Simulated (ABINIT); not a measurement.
# KI (Fm-3m): G0W0 with and without spin-orbit coupling

Wanted: the effect of spin-orbit coupling on the quasiparticle gap of KI (Fm-3m).

Method: PBE and many-body steps on it, plane waves, in ABINIT 10.8.3.

### Step 1. The structure

Symmetry: Fm-3m, No. 225, cubic system. Conventional cell: a = 7.066 Å, b = 7.066 Å, c = 7.066 Å, α = 90.00°, β = 90.00°, γ = 90.00°. Nearest to K lie 6 I at 3.53 Å. Nearest to I lie 6 K at 3.53 Å. Farther neighbours and most contacts between anions are not listed.

The cell and positions come from the Crystallography Open Database and are kept as given unless a step says otherwise. Spin-orbit coupling is left out unless a step names it.

### Step 2. Empty states on the mesh, 2×2×2 mesh, 55 bands

This step: ABINIT 10.8.3; DFT, PBE, plane waves, norm-conserving pseudopotentials.

The sums over transitions need many empty states on a uniform mesh; this step solves for them.

run.abi reads:

```
acell 3*1.0 Angstrom
rprim 
  0.000000000000 3.532775000000 3.532775000000
  3.532775000000 0.000000000000 3.532775000000
  3.532775000000 3.532775000000 -0.000000000000
ntypat 2
znucl 19 53
natom 2
typat 1 2
xred 
  0.000000000000 0.000000000000 0.000000000000
  0.500000000000 0.500000000000 0.500000000000
pp_dirpath "pseudos"
pseudos "K.upf, I.upf"
ecut 33
ngkpt 2 2 2
nshiftk 1
shiftk 0 0 0
kptopt 1
chksymbreak 0
iscf -2
irdden 1
istwfk *1
nband 55
nbdbuf 4
tolwfr 1e-09
nstep 60
prtvol 0
indata_prefix "in"
outdata_prefix "out"
tmpdata_prefix "tmp"
```

Run with:

```console
OMP_NUM_THREADS=1 mpirun -n 4 abinit run.abi > log
```

Numbers of over 12 decimals in the logs are rounded to 6 here.

What it wrote:

```text
.Version 10.8.3 of ABINIT. v10.8.2 released Aug 2026.

 Symmetries : space group Fm -3 m (#225); Bravais cF (face-center cubic)
[... echo of the input left out ...]
== DATASET  1 ==================================================================
-   mpi_nproc: 4, omp_nthreads: 1 (-1 if OMP is not activated)
-    --> not optimal distribution: autoparal keyword recommended in input file <--

--- !DatasetInfo
iteration_state: {dtset: 1, }
dimensions: {natom: 2, nkpt: 3, mband: 55, nsppol: 1, nspinor: 1, nspden: 1, mpw: 5434, }
cutoff_energies: {ecut:  33.0, pawecutdg:  -1.0, }
[...]
0.83167    0.83167    0.83167    0.93888    1.01370    1.01370    1.01370    1.05617
   1.06846    1.06846    1.06846    1.13393    1.13393    1.13393    1.14093    1.14093
   1.14093    1.17430    1.17430    1.17430    1.17557    1.20044    1.20124
 prteigrs : prtvol=0 or 1, do not print more k-points.

== END DATASET(S) ==============================================================
================================================================================

 -outvars: echo values of variables after computation  --------
            nband          55
             nkpt           3
          spgroup         225
 [... the other variables as echoed above ...]

 Calculation completed.
```

Run time: 11 s. Hardware: 4 MPI ranks of Arm Neoverse V1, shared host; peak memory 0.28 GiB.

This step gave:

```
gap                                                           : 3.962 eV
k of the valence top                                          : 0, 0, 0
k of the conduction bottom                                    : 0, 0, 0
least direct gap                                              : 3.962 eV
k points computed                                             : 3
lowest point of the top converged band, above the valence top : 31.84 eV
```

On this mesh the gap is 3.962 eV.

The density comes from a self-consistent run that is not shown.

### Step 3. Screening, 2×2×2 mesh, 51 bands, screening to 98 eV

The RPA dielectric matrix is built and inverted for each q.

This step: RPA screening on PBE, plane waves, norm-conserving pseudopotentials.

run.abi: that of step 2 with these lines changed.

```diff
@@ -20,10 +20,11 @@
 chksymbreak 0
-iscf -2
-irdden 1
 istwfk *1
-nband 55
-nbdbuf 4
-tolwfr 1e-09
-nstep 60
-prtvol 0
+occopt 1
+irdwfk 1
+optdriver 3
+nband 51
+ecuteps 3.6
+inclvkb 0
+awtr 1
+symchi 1
 indata_prefix "in"
```

What it wrote:

```text
.Version 10.8.3 of ABINIT. v10.8.2 released Aug 2026.

 Symmetries : space group Fm -3 m (#225); Bravais cF (face-center cubic)
[... echo of the input left out ...]
== DATASET  1 ==================================================================
-   mpi_nproc: 4, omp_nthreads: 1 (-1 if OMP is not activated)

--- !DatasetInfo
iteration_state: {dtset: 1, }
dimensions: {natom: 2, nkpt: 3, mband: 51, nsppol: 1, nspinor: 1, nspden: 1, mpw: 5434, }
cutoff_energies: {ecut:  33.0, pawecutdg:  -1.0, }
electrons: {nelect:   1.60000000E+01, charge:   0.00000000E+00, occopt:   1.00000000E+00, tsmear:   1.00000000E-02, }

 SCREENING: Calculation of the susceptibility and dielectric matrices

 Based on a program developped by R.W. Godby, V. Olevano, G. Onida, and L. Reining.
 Incorporated in ABINIT by V. Olevano, G.-M. Rignanese, and M. Torrent.
.Using double precision arithmetic ; gwpc =  8

[... cell and pseudopotentials left out ...]
--------------------------------------------------------------------------------

 ==== K-mesh for the wavefunctions ====
 Number of points in the irreducible wedge :     3
[... list of points left out ...]
 Together with 48 symmetry operations and time-reversal symmetry
 yields     8 points in the full Brillouin Zone.

 ==== Q-mesh for the screening function ====
 Number of points in the irreducible wedge :     3
[... list of points left out ...]
 Together with 48 symmetry operations and time-reversal symmetry
 yields     8 points in the full Brillouin Zone.

 setmesh: FFT mesh size selected  =    36x   36x   36
          total number of points  =        46656

 vcoul_init : cutoff-mode = AUXILIARY_FUNCTION
 q-points for optical limit:   1
     1)      0.000010    0.000020    0.000030

- screening: taking advantage of time-reversal symmetry
- Maximum band index for partially occupied states nbvw = 8
- Remaining bands to be divided among processors   nbcw = 43
- Number of bands treated by each node ~10

 Number of electrons calculated from density =   16.0000; Expected =   16.0000
 average of density, n =  0.026887
 r_s =    2.0707
 omega_plasma =   15.8172 [eV]

 calculating chi0 at frequencies [eV] :
  1    0.000000E+00    0.000000E+00
  2    0.000000E+00    1.581715E+01

--------------------------------------------------------------------------------
  q-point number  1        q = ( 0.000000, 0.000000, 0.000000) [r.l.u.]
--------------------------------------------------------------------------------
[... chi0 elements left out ...]
 For q-point:  0.000010 0.000020 0.000030
  dielectric constant =   2.9732
  dielectric constant without local fields =   3.5909

  Average fulfillment of the sum rule on Im[epsilon] for q-point    1 :     61.61  [%]
[... wings left out ...]
  q-point number  2        q = ( 0.500000, 0.000000, 0.000000) [r.l.u.]
--------------------------------------------------------------------------------
[... chi0 elements left out ...]
  Average fulfillment of the sum rule on Im[epsilon] for q-point    2 :     72.08  [%]

 [... 1 further q-points ...]
```

Elapsed: 3.2 s, on 4 MPI ranks; peak memory 0.51 GiB.

This step gave:

```yaml
eps_infinity_with_local_fields_on_this_mesh_along_the_program_s_q_direction: 2.973
the_same_without_local_fields: 3.591
plasma_frequency: 15.82 eV
plane_waves_in_the_screening_matrix: 181
```

Local fields lower ε∞ by 17 %. On a Γ-centred mesh this coarse the value itself is usually too large, while a short band sum pulls it down.

### Step 4. Scalar-relativistic

The self-energy is evaluated for the states that the input lists, and the levels follow from it, in one-shot runs by the linearised quasiparticle equation.

This step: G0W0 on PBE, plane waves, norm-conserving pseudopotentials.

run.abi: that of step 3 with these lines changed.

```diff
@@ -23,8 +23,15 @@
 irdwfk 1
-optdriver 3
+optdriver 4
 nband 51
+gwcalctyp 0
+ecutsigx 33
+symsigma 1
+nkptgw 1
+kptgw 
+  0.0000000000 0.0000000000 0.0000000000
+bdgw 
+  6 12
 ecuteps 3.6
-inclvkb 0
-awtr 1
-symchi 1
+irdscr 1
+ppmodel 1
 indata_prefix "in"
```

What it wrote:

```text
.Version 10.8.3 of ABINIT. v10.8.2 released Aug 2026.

 Symmetries : space group Fm -3 m (#225); Bravais cF (face-center cubic)
[... echo of the input left out ...]
== DATASET  1 ==================================================================
-   mpi_nproc: 4, omp_nthreads: 1 (-1 if OMP is not activated)

--- !DatasetInfo
iteration_state: {dtset: 1, }
dimensions: {natom: 2, nkpt: 3, mband: 51, nsppol: 1, nspinor: 1, nspden: 1, mpw: 5434, }
cutoff_energies: {ecut:  33.0, pawecutdg:  -1.0, }
electrons: {nelect:   1.60000000E+01, charge:   0.00000000E+00, occopt:   1.00000000E+00, tsmear:   1.00000000E-02, }

 SIGMA: Calculation of the GW corrections

 Based on a program developped by R.W. Godby, V. Olevano, G. Onida, and L. Reining.
 Incorporated in ABINIT by V. Olevano, G.-M. Rignanese, and M. Torrent.
.Using double precision arithmetic ; gwpc =  8

[... cell and pseudopotentials left out ...]
--------------------------------------------------------------------------------

 ==== K-mesh for the wavefunctions ====
 Number of points in the irreducible wedge :     3
[... list of points left out ...]
 Together with 48 symmetry operations and time-reversal symmetry
 yields     8 points in the full Brillouin Zone.

 ==== Q-mesh for screening function ====
 Number of points in the irreducible wedge :     3
[... list of points left out ...]
 Together with 48 symmetry operations and time-reversal symmetry
 yields     8 points in the full Brillouin Zone.

 vcoul_init : cutoff-mode = AUXILIARY_FUNCTION
 q-points for optical limit:   1
     1)      0.000010    0.000020    0.000030
 setmesh: FFT mesh size selected  =    50x   50x   50
          total number of points  =       125000

 Number of electrons calculated from density =   16.0000; Expected =   16.0000
 average of density, n =  0.026887
 r_s =    2.0707
 omega_plasma =   15.8172 [eV]

 === KS Band Gaps ===
  >>>> For spin  1
   Minimum direct gap =   3.9625 [eV], located at k-point      :   0.0000  0.0000  0.0000
   Fundamental gap    =   3.9625 [eV], Top of valence bands at :   0.0000  0.0000  0.0000
                                       Bottom of conduction at :   0.0000  0.0000  0.0000
 SIGMA fundamental parameters:
 PLASMON POLE MODEL  1
 number of plane-waves for SigmaX                 5329
 number of plane-waves for SigmaC and W            181
 number of plane-waves for wavefunctions          5329
 number of bands                                    51
 number of independent spin polarizations            1
 number of spinorial components                      1
 number of k-points in IBZ                           3
 number of q-points in IBZ                           3
 number of symmetry operations                      48
 number of k-points in BZ                            8
 number of q-points in BZ                            8
 number of frequencies for dSigma/dE                 9
 frequency step for dSigma/dE [eV]                0.25
 number of omega for Sigma on real axis              0
 max omega for Sigma on real axis  [eV]           0.00
 zcut for avoiding poles [eV]                     0.10

 EPSILON^-1 parameters (SCR file):
 dimension of the eps^-1 matrix on file            181
 dimension of the eps^-1 matrix used               181
 number of plane-waves for wavefunctions          5329
 number of bands                                    51
 number of q-points in IBZ                           3
 number of frequencies                               2
 number of real frequencies                          1
 number of imag frequencies                          1

 matrix elements of self-energy operator (all in [eV])

 Perturbative Calculation

--- !SelfEnergy_ee
iteration_state: {dtset: 1, }
kpoint     : [   0.000,    0.000,    0.000, ]
spin       : 1
KS_gap     :    3.962
QP_gap     :    5.671
Delta_QP_KS:    1.708
data: !SigmaeeData |
     Band     E0 <VxcDFT>   SigX SigC(E0)      Z dSigC/dE  Sig(E)    E-E0       E
        6   0.119 -11.197 -13.900   1.740   0.821  -0.218 -11.987  -0.790  -0.671
        7   0.119 -11.197 -13.900   1.740   0.821  -0.218 -11.987  -0.790  -0.671
        8   0.119 -11.197 -13.900   1.740   0.821  -0.218 -11.987  -0.790  -0.671
        9   4.081  -6.337  -2.612  -2.650   0.855  -0.170  -5.419   0.918   4.999
       10   6.624  -7.721  -3.357  -2.606   0.850  -0.177  -6.227   1.494   8.118
       11   6.624  -7.721  -3.357  -2.606   0.850  -0.177  -6.227   1.494   8.118
       12   6.624  -7.721  -3.357  -2.606   0.850  -0.177  -6.227   1.494   8.118

== END DATASET(S) ==============================================================
================================================================================

 -outvars: echo values of variables after computation  --------
           etotal      0.0000000000E+00
            nband          51
             nkpt           3
          spgroup         225
 [... the other variables as echoed above ...]

 Calculation completed.
```

It took 3.4 s on 4 MPI ranks; peak memory 0.57 GiB.

Numbers from this step:

```yaml
g0w0_gap_on_the_points_computed: 5.67 eV
starting_gap_on_the_mesh: 3.962 eV
k_of_the_valence_top: 0, 0, 0
k_of_the_conduction_bottom: 0, 0, 0
z_at_the_valence_top: 0.821
z_at_the_conduction_bottom: 0.855
least_direct_g0w0_gap_on_the_computed_points: 5.67 eV
```

The gap on the mesh goes from 3.96 eV to 5.67 eV, a correction of +1.71 eV.

### Step 5. Empty states on the mesh, 2×2×2 mesh, 112 bands

This step: DFT, PBE with spin-orbit coupling, plane waves, norm-conserving pseudopotentials.

run.abi: that of step 4 with these lines changed.

```diff
@@ -15,2 +15,3 @@
 ecut 33
+nspinor 2
 ngkpt 2 2 2
@@ -20,18 +21,10 @@
 chksymbreak 0
+iscf -2
+irdden 1
 istwfk *1
-occopt 1
-irdwfk 1
-optdriver 4
-nband 51
-gwcalctyp 0
-ecutsigx 33
-symsigma 1
-nkptgw 1
-kptgw 
-  0.0000000000 0.0000000000 0.0000000000
-bdgw 
-  6 12
-ecuteps 3.6
-irdscr 1
-ppmodel 1
+nband 112
+nbdbuf 10
+tolwfr 1e-09
+nstep 60
+prtvol 0
 indata_prefix "in"
```

What it wrote:

```text
.Version 10.8.3 of ABINIT. v10.8.2 released Aug 2026.

 Symmetries : space group Fm -3 m (#225); Bravais cF (face-center cubic)
[... echo of the input left out ...]
== DATASET  1 ==================================================================
-   mpi_nproc: 4, omp_nthreads: 1 (-1 if OMP is not activated)
-    --> not optimal distribution: autoparal keyword recommended in input file <--

--- !DatasetInfo
iteration_state: {dtset: 1, }
dimensions: {natom: 2, nkpt: 3, mband: 112, nsppol: 1, nspinor: 2, nspden: 1, mpw: 5434, }
cutoff_energies: {ecut:  33.0, pawecutdg:  -1.0, }
[...]
1.14209    1.14209    1.16749    1.16749    1.17543    1.17543    1.17738    1.17738
   1.17738    1.17738    1.20060    1.20061    1.20063    1.20112    1.21930    1.21932
 prteigrs : prtvol=0 or 1, do not print more k-points.

== END DATASET(S) ==============================================================
================================================================================

 -outvars: echo values of variables after computation  --------
            nband         112
             nkpt           3
          spgroup         225
 [... the other variables as echoed above ...]

 Calculation completed.
```

Wall time 66 s (4 MPI ranks); peak memory 0.38 GiB; 4.4 min of CPU time.

This step gave:

```
gap                                                           : 3.641 eV
k of the valence top                                          : 0, 0, 0
k of the conduction bottom                                    : 0, 0, 0
least direct gap                                              : 3.641 eV
k points computed                                             : 3
lowest point of the top converged band, above the valence top : 31.54 eV
```

On this mesh the gap is 3.641 eV.

The density comes from a self-consistent run that is not shown, made with spin-orbit coupling and fully relativistic files.

### Step 6. Screening, 2×2×2 mesh, 102 bands, screening to 98 eV

This step: RPA screening on PBE with spin-orbit coupling, plane waves, norm-conserving pseudopotentials.

run.abi: that of step 5 with these lines changed.

```diff
@@ -21,10 +21,11 @@
 chksymbreak 0
-iscf -2
-irdden 1
 istwfk *1
-nband 112
-nbdbuf 10
-tolwfr 1e-09
-nstep 60
-prtvol 0
+occopt 1
+irdwfk 1
+optdriver 3
+nband 102
+ecuteps 3.6
+inclvkb 0
+awtr 1
+symchi 1
 indata_prefix "in"
```

What it wrote:

```text
.Version 10.8.3 of ABINIT. v10.8.2 released Aug 2026.

 Symmetries : space group Fm -3 m (#225); Bravais cF (face-center cubic)
[... echo of the input left out ...]
== DATASET  1 ==================================================================
-   mpi_nproc: 4, omp_nthreads: 1 (-1 if OMP is not activated)

--- !DatasetInfo
iteration_state: {dtset: 1, }
dimensions: {natom: 2, nkpt: 3, mband: 102, nsppol: 1, nspinor: 2, nspden: 1, mpw: 5434, }
cutoff_energies: {ecut:  33.0, pawecutdg:  -1.0, }
electrons: {nelect:   1.60000000E+01, charge:   0.00000000E+00, occopt:   1.00000000E+00, tsmear:   1.00000000E-02, }

 SCREENING: Calculation of the susceptibility and dielectric matrices

 Based on a program developped by R.W. Godby, V. Olevano, G. Onida, and L. Reining.
 Incorporated in ABINIT by V. Olevano, G.-M. Rignanese, and M. Torrent.
.Using double precision arithmetic ; gwpc =  8

[... cell and pseudopotentials left out ...]
--------------------------------------------------------------------------------

 ==== K-mesh for the wavefunctions ====
 Number of points in the irreducible wedge :     3
[... list of points left out ...]
 Together with 48 symmetry operations and time-reversal symmetry
 yields     8 points in the full Brillouin Zone.

 ==== Q-mesh for the screening function ====
 Number of points in the irreducible wedge :     3
[... list of points left out ...]
 Together with 48 symmetry operations and time-reversal symmetry
 yields     8 points in the full Brillouin Zone.

 setmesh: FFT mesh size selected  =    36x   36x   36
          total number of points  =        46656

 vcoul_init : cutoff-mode = AUXILIARY_FUNCTION
 q-points for optical limit:   1
     1)      0.000010    0.000020    0.000030

- screening: taking advantage of time-reversal symmetry
- Maximum band index for partially occupied states nbvw = 16
- Remaining bands to be divided among processors   nbcw = 86
- Number of bands treated by each node ~21

 Number of electrons calculated from density =   16.0000; Expected =   16.0000
 average of density, n =  0.026887
 r_s =    2.0707
 omega_plasma =   15.8172 [eV]

 calculating chi0 at frequencies [eV] :
  1    0.000000E+00    0.000000E+00
  2    0.000000E+00    1.581715E+01

--------------------------------------------------------------------------------
  q-point number  1        q = ( 0.000000, 0.000000, 0.000000) [r.l.u.]
--------------------------------------------------------------------------------
[... chi0 elements left out ...]
 For q-point:  0.000010 0.000020 0.000030
  dielectric constant =   3.0209
  dielectric constant without local fields =   3.6420

  Average fulfillment of the sum rule on Im[epsilon] for q-point    1 :     61.61  [%]
[... wings left out ...]
  q-point number  2        q = ( 0.500000, 0.000000, 0.000000) [r.l.u.]
--------------------------------------------------------------------------------
[... chi0 elements left out ...]
  Average fulfillment of the sum rule on Im[epsilon] for q-point    2 :     72.12  [%]

 [... 1 further q-points ...]
```

Run time: 10 s. Hardware: 4 MPI ranks; peak memory 1.1 GiB.

Numbers from this step:

```
ε∞ with local fields, on this mesh, along the program's q direction : 3.021
the same without local fields                                       : 3.642
plasma frequency                                                    : 15.82 eV
plane waves in the screening matrix                                 : 181
```

[end of part 1 of 2]

[Paths, hosts, dates, memory and timing lines, banners, echoed tables and standing remarks are left out of the program output.]

[Logs are printed without paths, hosts, clocks, repeated set-up lines and the standing remarks that a program may print on its own settings, such as how far it seeks lower states.]

[Runs of the session that timed out or met a known fault of the program may be left out.]

[No measured gap is set beside runs whose start may be inverted or whose files or cutoffs have a known fault.]

[Hosts, paths, dates, database ids (printed as entryN), source tags and the programs' standing remarks are cut or masked in the printed files.]

[G0W0 gaps are taken among the corrected bands and points alone; a level outside them can change the order at an edge.]

[Where Ansatz stands beside ABINIT at settings called matched, ABINIT's density can come from a denser mesh and the files from another edition; pairs whose starting gaps differed by over 0.03 eV were left out, so agreement reads better than it is.]
